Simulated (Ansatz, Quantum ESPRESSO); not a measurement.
# ZnGeS3 (Pm-3m): zone-centre phonons, part 2 of 3

Which modes does ZnGeS3 (Pm-3m) have at the zone centre?

Quantum ESPRESSO 8.0 development, patched; DFT LDA, scalar-relativistic, plane waves, PseudoDojo norm-conserving pseudopotentials.

So far. Step 2 (A probe with smearing): No gap opens on this mesh, so smearing is kept; the start stands at 0.086 GPa. Step 4 (Self-consistent run for the response): The cell stands at -0.001 GPa, close enough for phonons. The relaxed cell has a = 4.592 Å (conventional setting).

The structure was built from a prototype and need not be the compound's stable phase.

## Step 5: Linear response at Γ

At q = 0 one unit cell holds all displacements; symmetry groups them into irreducible representations that are solved one by one. With smeared occupations no response to a homogeneous field can be asked.

File ph.in:

```
phonons
&inputph
   prefix = 'x'
   outdir = './tmp'
   fildyn = 'g.dyn'
   tr2_ph = 1.0d-18
   alpha_mix(1) = 0.4
   nmix_ph = 8
/
0.000000000000 0.000000000000 0.000000000000
```

Started as:

```console
> OMP_NUM_THREADS=1 mpirun -n 4 ph.x -nk 4 -in ph.in > ph.out
```

The program printed:

```text
[banners, grids, parts of the stress and lines that vanish by symmetry left out]
[banner, memory and clock lines left out]
Program PHONON v.8.0dev

     Dynamical matrices for q-points given in input
     (   1q-points):
       N         xq(1)         xq(2)         xq(3)
       1   0.000000000   0.000000000   0.000000000

     ./tmp/x.save/

     IMPORTANT: XC functional enforced from input :
     Exchange-correlation= PW
                           (   1   4   0   0   0   0   0)
     Any further DFT definition will be discarded
     Please, verify this is what you really want

     ./tmp/x.save/Zn.upf is read, which differs from the file in pseudo_dir

     In this copy of Zn.upf noise was removed from the local potential

     G-vector sticks info

     Reading collected, re-writing distributed wavefunctions in ./tmp/

     Number and degeneracy of irreps per q-point
       N         xq(1)         xq(2)         xq(3)   N irreps
       1   0.000000000   0.000000000   0.000000000       5
        3   3   3   3   3

     Calculation of q =    0.0000000   0.0000000   0.0000000

     phonons

     bravais-lattice index     =            1
     lattice parameter (alat)  =       8.6781  a.u.
     unit-cell volume          =     653.5417 (a.u.)^3
     number of atoms/cell      =            5
     number of atomic types    =            3
     kinetic-energy cut-off    =      84.0000  Ry
     charge density cut-off    =     336.0000  Ry
     convergence threshold     =      1.0E-18
     beta                      =       0.4000
     number of iterations used =            8
     Exchange-correlation= PW
                           (   1   4   0   0   0   0   0)

     celldm(1)=    8.67810  celldm(2)=    0.00000  celldm(3)=    0.00000
     celldm(4)=    0.00000  celldm(5)=    0.00000  celldm(6)=    0.00000

     crystal axes: (cart. coord. in units of alat)
               a(1) = (  1.0000  0.0000  0.0000 )
               a(2) = (  0.0000  1.0000  0.0000 )
               a(3) = (  0.0000  0.0000  1.0000 )

     reciprocal axes: (cart. coord. in units 2 pi/alat)
               b(1) = (  1.0000  0.0000  0.0000 )
               b(2) = (  0.0000  1.0000  0.0000 )
               b(3) = (  0.0000  0.0000  1.0000 )

     Atoms inside the unit cell:

     Cartesian axes

     site n.  atom      mass           positions (alat units)
        1  Zn     65.3800   tau(    1) = (    0.00000    0.00000    0.00000  )
        2  Ge     72.6300   tau(    2) = (    0.50000    0.50000    0.50000  )
        3  S      32.0600   tau(    3) = (    0.50000    0.50000    0.00000  )
        4  S      32.0600   tau(    4) = (    0.50000    0.00000    0.50000  )
        5  S      32.0600   tau(    5) = (    0.00000    0.50000    0.50000  )

     Computing dynamical matrix for
                    q = (   0.0000000   0.0000000   0.0000000 )

     49 Sym.Ops. (with q -> -q+G )

     G cutoff =  640.9563  (  67715 G-vectors)     FFT grid: ( 54, 54, 54)

     number of k points=    35  Marzari-Vanderbilt smearing, width (Ry)=  0.0200
                       cart. coord. in units 2pi/alat
        k(    1) = (   0.0000000   0.0000000   0.0000000), wk =   0.0039062
        k(    2) = (   0.0000000   0.0000000   0.1250000), wk =   0.0234375
        k(    3) = (   0.0000000   0.0000000   0.2500000), wk =   0.0234375
        [... further k-points left out ...]

     PseudoPot. # 1 for Zn read from file:
     ./pseudo/Zn.upf
     Pseudo is Norm-conserving + core correction, Zval = 20.0
     Using radial grid of 1296 points,  6 beta functions with:
                l(1) =   0
                l(2) =   0
                l(3) =   1
                l(4) =   1
                l(5) =   2
                l(6) =   2

     PseudoPot. # 2 for Ge read from file:
     ./pseudo/Ge.upf
     Pseudo is Norm-conserving + core correction, Zval = 14.0
     Using radial grid of 1524 points,  6 beta functions with:
                l(1) =   0
                l(2) =   0
                l(3) =   1
                l(4) =   1
                l(5) =   2
                l(6) =   2

     PseudoPot. # 3 for S  read from file:
     ./pseudo/S.upf
     Pseudo is Norm-conserving + core correction, Zval =  6.0
     Using radial grid of 1132 points,  6 beta functions with:
                l(1) =   0
                l(2) =   0
                l(3) =   1
                l(4) =   1
                l(5) =   2
                l(6) =   2

     Mode symmetry, O_h (m-3m)  point group:

     Atomic displacements:
     There are    5 irreducible representations

     Representation     1      3 modes -  To be done

     Representation     2      3 modes -  To be done

     Representation     3      3 modes -  To be done

     Representation     4      3 modes -  To be done

     Representation     5      3 modes -  To be done

     Alpha used in Ewald sum =   2.8000

     Representation #   1 modes #   1   2   3

     Self-consistent Calculation

     The passes end when |ddv_scf|^2 is under  3.5E-20 (on this mesh; tr2_ph alone asks  1.0E-18)
      iter #   1   av.it.:   7.0
      thresh= 1.000E-02 alpha_mix =  0.400 |ddv_scf|^2 =  9.545E-08
      iter #   2   av.it.:  17.6
      thresh= 3.089E-05 alpha_mix =  0.400 |ddv_scf|^2 =  3.462E-09
      iter #   3   av.it.:  18.2
      thresh= 5.884E-06 alpha_mix =  0.400 |ddv_scf|^2 =  2.355E-10
      iter #   4   av.it.:  17.6
      thresh= 1.535E-06 alpha_mix =  0.400 |ddv_scf|^2 =  2.665E-11
      iter #   5   av.it.:  18.4
      thresh= 5.162E-07 alpha_mix =  0.400 |ddv_scf|^2 =  4.544E-13
      iter #   6   av.it.:  18.7
      thresh= 6.741E-08 alpha_mix =  0.400 |ddv_scf|^2 =  2.330E-14
      iter #   7   av.it.:  18.7
      thresh= 1.526E-08 alpha_mix =  0.400 |ddv_scf|^2 =  4.894E-16
      iter #   8   av.it.:  19.0
      thresh= 2.212E-09 alpha_mix =  0.400 |ddv_scf|^2 =  3.540E-17
      iter #   9   av.it.:  19.5
      thresh= 5.950E-10 alpha_mix =  0.400 |ddv_scf|^2 =  1.556E-19
      iter #  10   av.it.:  18.9
      thresh= 3.945E-11 alpha_mix =  0.400 |ddv_scf|^2 =  1.918E-20

     End of self-consistent calculation

     Convergence has been achieved

     Representation #   2 modes #   4   5   6

     Self-consistent Calculation

     The passes end when |ddv_scf|^2 is under  3.5E-20 (on this mesh; tr2_ph alone asks  1.0E-18)
      iter #   1   av.it.:   9.2
      thresh= 1.000E-02 alpha_mix =  0.400 |ddv_scf|^2 =  2.194E-06
      iter #   2   av.it.:  17.0
      thresh= 1.481E-04 alpha_mix =  0.400 |ddv_scf|^2 =  1.115E-07
      iter #   3   av.it.:  16.7
      thresh= 3.340E-05 alpha_mix =  0.400 |ddv_scf|^2 =  2.800E-09
      iter #   4   av.it.:  17.3
      thresh= 5.291E-06 alpha_mix =  0.400 |ddv_scf|^2 =  2.594E-10
[...]
End of self-consistent calculation

     Convergence has been achieved

     Representation #   3 modes #   7   8   9

     Self-consistent Calculation

     The passes end when |ddv_scf|^2 is under  3.5E-20 (on this mesh; tr2_ph alone asks  1.0E-18)
[...]
End of self-consistent calculation

     Convergence has been achieved

     Representation #   4 modes #  10  11  12

     Self-consistent Calculation

     The passes end when |ddv_scf|^2 is under  3.5E-20 (on this mesh; tr2_ph alone asks  1.0E-18)
[...]
End of self-consistent calculation

     Convergence has been achieved

     Representation #   5 modes #  13  14  15

     Self-consistent Calculation

     The passes end when |ddv_scf|^2 is under  3.5E-20 (on this mesh; tr2_ph alone asks  1.0E-18)
[...]
iter #   3   av.it.:  16.9
      thresh= 4.245E-06 alpha_mix =  0.400 |ddv_scf|^2 =  1.005E-10
      iter #   4   av.it.:  17.5
      thresh= 1.003E-06 alpha_mix =  0.400 |ddv_scf|^2 =  4.573E-13
      iter #   5   av.it.:  17.8
      thresh= 6.762E-08 alpha_mix =  0.400 |ddv_scf|^2 =  4.858E-14
      iter #   6   av.it.:  18.1
      thresh= 2.204E-08 alpha_mix =  0.400 |ddv_scf|^2 =  1.888E-16
      iter #   7   av.it.:  18.9
      thresh= 1.374E-09 alpha_mix =  0.400 |ddv_scf|^2 =  7.960E-19
      iter #   8   av.it.:  18.3
      thresh= 8.922E-11 alpha_mix =  0.400 |ddv_scf|^2 =  1.042E-19
      iter #   9   av.it.:  19.0
      thresh= 3.228E-11 alpha_mix =  0.400 |ddv_scf|^2 =  2.811E-22

     End of self-consistent calculation

     Convergence has been achieved

     Number of q in the star =    1
     List of q in the star:
          1   0.000000000   0.000000000   0.000000000

     Diagonalizing the dynamical matrix

     q = (    0.000000000   0.000000000   0.000000000 )

 **************************************************************************
     freq (    1) =      -5.749606 [THz] =    -191.786199 [cm-1]
     freq (    2) =      -5.749606 [THz] =    -191.786199 [cm-1]
     freq (    3) =      -5.749606 [THz] =    -191.786199 [cm-1]
     freq (    4) =      -4.363649 [THz] =    -145.555663 [cm-1]
     freq (    5) =      -4.363649 [THz] =    -145.555663 [cm-1]
     freq (    6) =      -4.363649 [THz] =    -145.555663 [cm-1]
     freq (    7) =      -1.857905 [THz] =     -61.973042 [cm-1]
     freq (    8) =      -1.857905 [THz] =     -61.973042 [cm-1]
     freq (    9) =      -1.857905 [THz] =     -61.973042 [cm-1]
     freq (   10) =      -0.036911 [THz] =      -1.231210 [cm-1]
     freq (   11) =      -0.036911 [THz] =      -1.231210 [cm-1]
     freq (   12) =      -0.036911 [THz] =      -1.231210 [cm-1]
     freq (   13) =      10.849579 [THz] =     361.902998 [cm-1]
     freq (   14) =      10.849579 [THz] =     361.902998 [cm-1]
     freq (   15) =      10.849579 [THz] =     361.902998 [cm-1]
 **************************************************************************

     Mode symmetry, O_h (m-3m)  point group:

     freq (   1-   3) =       -191.8  [cm-1]   --> T_2u G_25  G_5-
     freq (   4-   6) =       -145.6  [cm-1]   --> T_1u G_15  G_4- I
     freq (   7-   9) =        -62.0  [cm-1]   --> T_1u G_15  G_4- I
     freq (  10-  12) =         -1.2  [cm-1]   --> T_1u G_15  G_4- I
     freq (  13-  15) =        361.9  [cm-1]   --> T_1u G_15  G_4- I
```

Elapsed: 36 min, on 4 MPI ranks of Intel Xeon Platinum 8488C (Sapphire Rapids), shared host; 2.4 h of CPU time.

This step gave:

| Property | Result |
| --- | --- |
| largest acoustic frequency at the zone centre before the sum rule | -1.23 cm⁻¹ |
| highest optical zone-centre mode (no LO-TO term) | 361.9 cm⁻¹ |
| lowest optical zone-centre mode | -191.8 cm⁻¹ |

The acoustic modes at Γ come out as far as 1.2 cm⁻¹ from zero, where they should vanish, a small numerical error. The lowest optical mode is imaginary, 192i cm⁻¹, an instability at this level and on this k mesh.

## Step 6: Modes with the sum rule

A rigid shift of the crystal must cost nothing, but grids and finite bases break this; the acoustic sum rule is imposed before the matrix is diagonalised again.

File dynmat.in:

```
&input
   fildyn = 'g.dyn'
   asr = 'simple'
   fileig = 'dynmat.eig'
/
```

Started as:

```console
> dynmat.x -in dynmat.in > dynmat.out
```

The program printed:

```text
[banner, memory and clock lines left out]
Program DYNMAT v.8.0dev

     Reading Dynamical Matrix from file g.dyn
     ...Force constants read
     ...epsilon and Z* not read (not found on file)
     A direction for q was not specified:TO-LO splitting will be absent

     Polarizability (A^3 units)
     multiply by 1.000000 for Clausius-Mossotti correction (not under assume_isolated = 'mt')
         0.000000    0.000000    0.000000
         0.000000    0.000000    0.000000
         0.000000    0.000000    0.000000

     IR activities are in (D/A)^2/amu units

# mode   [cm-1]    [THz]      IR
    1   -191.79   -5.7497    0.0000
    2   -191.79   -5.7497    0.0000
    3   -191.79   -5.7497    0.0000
    4   -145.55   -4.3634    0.0000
    5   -145.55   -4.3634    0.0000
    6   -145.55   -4.3634    0.0000
    7    -61.95   -1.8573    0.0000
    8    -61.95   -1.8573    0.0000
    9    -61.95   -1.8573    0.0000
   10     -0.00   -0.0000    0.0000
   11      0.00    0.0000    0.0000
   12      0.00    0.0000    0.0000
   13    361.90   10.8496    0.0000
   14    361.90   10.8496    0.0000
   15    361.90   10.8496    0.0000

[end of the log left out, with the tail of the file of modes that dynmat.x writes under the same name]
```

The job ended after 0.61 s (1 thread).

Unit eigenvectors of the mass-weighted matrix after the sum rule; no LO-TO term. The modes at Γ (shares of kinetic energy by element, %) (negative means imaginary):

| mode | frequency (cm⁻¹) | Zn % | Ge % | S % |
| --- | --- | --- | --- | --- |
| 1 | -191.8 | 0 | 0 | 100 |
| 2 | -191.8 | 0 | 0 | 100 |
| 3 | -191.8 | 0 | 0 | 100 |
| 4 | -145.6 | 30 | 7 | 63 |
| 5 | -145.6 | 30 | 7 | 63 |
| 6 | -145.6 | 30 | 7 | 63 |
| 7 | -62.0 | 42 | 46 | 12 |
| 8 | -62.0 | 42 | 46 | 12 |
| 9 | -62.0 | 42 | 46 | 12 |
| 10 | 0.0 | 28 | 31 | 41 |
| 11 | 0.0 | 28 | 31 | 41 |
| 12 | 0.0 | 28 | 31 | 41 |
| 13 | 361.9 | 0 | 17 | 83 |
| 14 | 361.9 | 0 | 17 | 83 |
| 15 | 361.9 | 0 | 17 | 83 |

Displacements in mode 2 (-191.8 cm⁻¹), the largest set to 1:
```
Zn1  0.00  0.00  0.00
Ge2  0.00  0.00  0.00
S3   0.00 -0.02  0.00
S4   0.00  0.00  1.00
S5   0.00  0.02 -1.00
```

Displacements in mode 15 (361.9 cm⁻¹), the largest set to 1:
```
Zn1  0.00  0.00  0.00
Ge2  0.00  0.00 -0.30
S3   0.00  0.00  1.00
S4   0.00  0.00 -0.15
S5   0.00  0.00 -0.15
```

The rule moves no optical mode by more than 0.1 cm⁻¹.

## Step 7: Sum rules set otherwise (asr crystal)

The rule can be imposed in more than one way; the choices should agree where the raw error is small.

File dynmat.in:

```
&input
   fildyn = 'g.dyn'
   asr = 'crystal'
   fileig = 'dynmat.eig'
/
```

Started as:

```console
> dynmat.x -in dynmat.in > dynmat.out
```

The program printed:

```text
[banner, memory and clock lines left out]
Program DYNMAT v.8.0dev

     Reading Dynamical Matrix from file g.dyn
     ...Force constants read
     ...epsilon and Z* not read (not found on file)
     Acoustic Sum Rule: || Z*(ASR) - Z*(orig)|| =    0.000000E+00
     Acoustic Sum Rule: ||dyn(ASR) - dyn(orig)||=    4.932854E-05
     A direction for q was not specified:TO-LO splitting will be absent

     Polarizability (A^3 units)
     multiply by 1.000000 for Clausius-Mossotti correction (not under assume_isolated = 'mt')
         0.000000    0.000000    0.000000
         0.000000    0.000000    0.000000
         0.000000    0.000000    0.000000

     IR activities are in (D/A)^2/amu units

# mode   [cm-1]    [THz]      IR
    1   -191.79   -5.7496    0.0000
    2   -191.79   -5.7496    0.0000
    3   -191.79   -5.7496    0.0000
    4   -145.56   -4.3638    0.0000
    5   -145.56   -4.3638    0.0000
    6   -145.56   -4.3638    0.0000
    7    -61.97   -1.8578    0.0000
    8    -61.97   -1.8578    0.0000
    9    -61.97   -1.8578    0.0000
   10     -0.00   -0.0000    0.0000
   11      0.00    0.0000    0.0000
   12      0.00    0.0000    0.0000
   13    361.90   10.8496    0.0000
   14    361.90   10.8496    0.0000
   15    361.90   10.8496    0.0000

[end of the log left out, with the tail of the file of modes that dynmat.x writes under the same name]
```

It took 0.6 s on 1 thread.

Zone-centre frequencies as printed; negative means imaginary. Modes:

| mode | frequency (cm⁻¹) |
| --- | --- |
| 1 | -191.8 |
| 2 | -191.8 |
| 3 | -191.8 |
| 4 | -145.6 |
| 5 | -145.6 |
| 6 | -145.6 |
| 7 | -61.97 |
| 8 | -61.97 |
| 9 | -61.97 |
| 10 | 0 |
| 11 | 0 |
| 12 | 0 |
| 13 | 361.9 |
| 14 | 361.9 |
| 15 | 361.9 |

Against the first rule no mode moves by more than 0.1 cm⁻¹.

## Step 8: Sum rules set otherwise: a sum rule for molecules or wires on a crystal

This rule also removes rotations, which suits molecules and not a crystal; it is tried to see the harm.

File dynmat.in:

```
&input
   fildyn = 'g.dyn'
   asr = 'zero-dim'
   fileig = 'dynmat.eig'
/
```

Started as:

```console
> dynmat.x -in dynmat.in > dynmat.out
```

The program printed:

```text
[banner, memory and clock lines left out]
Program DYNMAT v.8.0dev

     Reading Dynamical Matrix from file g.dyn
     ...Force constants read
     ...epsilon and Z* not read (not found on file)
     Warning: this looks like a crystal, not a molecule in a box: use asr = 'crystal'
     Acoustic Sum Rule: || Z*(ASR) - Z*(orig)|| =    0.000000E+00
     Acoustic Sum Rule: ||dyn(ASR) - dyn(orig)||=    1.646693E-01
     A direction for q was not specified:TO-LO splitting will be absent

     Polarizability (A^3 units)
     multiply by 1.000000 for Clausius-Mossotti correction (not under assume_isolated = 'mt')
         0.000000    0.000000    0.000000
         0.000000    0.000000    0.000000
         0.000000    0.000000    0.000000

     IR activities are in (D/A)^2/amu units

# mode   [cm-1]    [THz]      IR
    1   -168.79   -5.0602    0.0000
    2   -168.79   -5.0602    0.0000
    3   -145.56   -4.3638    0.0000
    4   -143.90   -4.3140    0.0000
    5   -143.90   -4.3140    0.0000
    6    -61.97   -1.8578    0.0000
    7     -0.00   -0.0000    0.0000
    8     -0.00   -0.0000    0.0000
    9     -0.00   -0.0000    0.0000
   10      0.00    0.0000    0.0000
   11      0.00    0.0000    0.0000
   12      0.00    0.0000    0.0000
   13    346.08   10.3751    0.0000
   14    346.08   10.3751    0.0000
   15    361.90   10.8496    0.0000

[end of the log left out, with the tail of the file of modes that dynmat.x writes under the same name]
```

Run time: 0.6 s. Hardware: 1 thread.

The run ended normally, but on settings that are not sound.

The fault: a sum rule for molecules or wires on a crystal; 3 optical modes are projected out to zero frequency, as if they were rotations.

For a crystal the rule has to be 'simple' or 'crystal'.

Zone-centre frequencies as printed; negative means imaginary. Modes:

| mode | frequency (cm⁻¹) |
| --- | --- |
| 1 | -168.8 |
| 2 | -168.8 |
| 3 | -145.6 |
| 4 | -143.9 |
| 5 | -143.9 |
| 6 | -61.97 |
| 7 | 0 |
| 8 | 0 |
| 9 | 0 |
| 10 | 0 |
| 11 | 0 |
| 12 | 0 |
| 13 | 346.1 |
| 14 | 346.1 |
| 15 | 361.9 |

[end of part 2 of 3]

[Host names and launcher messages were left out of these logs when they were recorded.]

[Logs are printed without paths, hosts, clocks, repeated set-up lines and the standing remarks that a program may print on its own settings, such as how far it seeks lower states.]

[Hosts, paths, dates, database ids (printed as entryN), source tags and the programs' standing remarks are cut or masked in the printed files.]
